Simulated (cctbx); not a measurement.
# Diagnosing a refinement

Cell a = 6.8200 Å, b = 4.2410 Å, c = 7.3090 Å, α = 90.00°, β = 90.35°, γ = 90.00°; space group P2_1/m (no. 11). The compound is GdScGe2Pt2.

Simulated single-crystal data (cctbx): Mo Kα, λ = 0.71073 Å, to d = 0.75 Å, 70 % of the full sphere, strongest reflection 20000 counts, noise from counting, a 3 % proportional error and a noise floor of 15 counts (s.d.); no absorption.

An anisotropic refinement with weights 1/σ² prints:

```text
Rint 0.036, 590 unique reflections to 0.75 A
cycle     R1     wR2    GooF  max shift (A)
   1  0.1193  0.2539   5.522   0.01427
   2  0.1071  0.2254   4.901   0.00002
final R1 0.1071 wR2 0.2254 GooF 4.901  parameters 30  data/parameter 19.7
atom        x        y        z      Ueq    occ   su(xyz)  su(Uiso or U11)
Pt1    0.83986  0.25000  0.43421   0.0194  1.000  0.00042  0.0014
Pt2    0.34535  0.25000  0.06699   0.0190  1.000  0.00041  0.0014
Gd1    0.99940  0.25000  0.80232   0.0304  1.000  0.00064  0.0022
Ge1    0.69716  0.25000  0.11724   0.0319  1.000  0.00146  0.0043
Ge2    0.20872  0.25000  0.39181   0.0213  1.000  0.00122  0.0037
difference map: max 48.97 min -3.54 rms 2.09
Q1    0.4989  0.2500  0.6898    2   50.29  2.88 A from Ge1
Q2    0.3535  0.2500  0.0869    2    8.60  0.16 A from Pt2
Q3    0.0033  0.2500  0.8125    2    6.85  0.08 A from Gd1
Q4    0.1269  0.7500  0.5915    2    6.59  0.30 A from Pt1
Q5    0.2218  0.7500  0.5524    2    5.18  0.43 A from Pt1
Q6    0.2746  0.7500  0.9005    2    4.84  0.23 A from Ge1
```

**Question.** Can this result stand? If not, what is the likely fault?

Mend it. The fault: an atom left out, Sc at (0.4986, 1/4, 0.6908). Against the right model at the same level, R1 goes from 0.0202 to 0.1071 and GooF from 0.91 to 4.90 and the top difference peak, 50.3 e/Å³, lies 2.88 Å from Ge1. Q1 is the missing atom. With scattering power missing, scale and phases suffer, so peaks may also grow on the heavy atoms.

The compound is GdScGe2Pt2. The right model at the same level gives:

```text
Rint 0.036, 590 unique reflections to 0.75 A
cycle     R1     wR2    GooF  max shift (A)
   1  0.0480  0.1042   2.279   0.00788
   2  0.0202  0.0415   0.907   0.00001
final R1 0.0202 wR2 0.0415 GooF 0.907  parameters 36  data/parameter 16.4
atom        x        y        z      Ueq    occ   su(xyz)  su(Uiso or U11)
Pt1    0.84008  0.25000  0.43384   0.0226  1.000  0.00008  0.0003
Pt2    0.34544  0.25000  0.06721   0.0215  1.000  0.00007  0.0002
Gd1    0.99974  0.25000  0.80270   0.0327  1.000  0.00011  0.0004
Ge1    0.69866  0.25000  0.11702   0.0336  1.000  0.00026  0.0008
Ge2    0.20892  0.25000  0.39204   0.0242  1.000  0.00022  0.0007
Sc1    0.49885  0.25000  0.69118   0.0353  1.000  0.00048  0.0017
difference map: max 2.15 min -2.32 rms 0.53
Q1    0.2504  0.7500  0.5095    2    2.21  0.75 A from Pt1
Q2    0.3655  0.2500  0.7630    2    2.03  1.05 A from Sc1
Q3    0.0555  0.2500  0.2055    2    1.83  1.71 A from Ge2
Q4    0.2046  0.6343  0.7530    4    1.80  1.25 A from Ge1
Q5    0.4959  0.1631  0.7955    4    1.73  0.85 A from Sc1
Q6    0.3339  0.2500  0.2244    2    1.73  1.15 A from Pt2
```

Isotropic U is held between 0.0001 and 1 Å² by the program, and listed peak heights are interpolated, so they can pass the grid's maximum.

The model was made for the exercise: a known structure type with other elements put in, its volume estimated, not relaxed; displacement parameters are assumed.

[Middle refinement cycles are left out of these outputs.]

[Logs are printed without paths, hosts, clocks, repeated set-up lines and the standing remarks that a program may print on its own settings, such as how far it seeks lower states.]
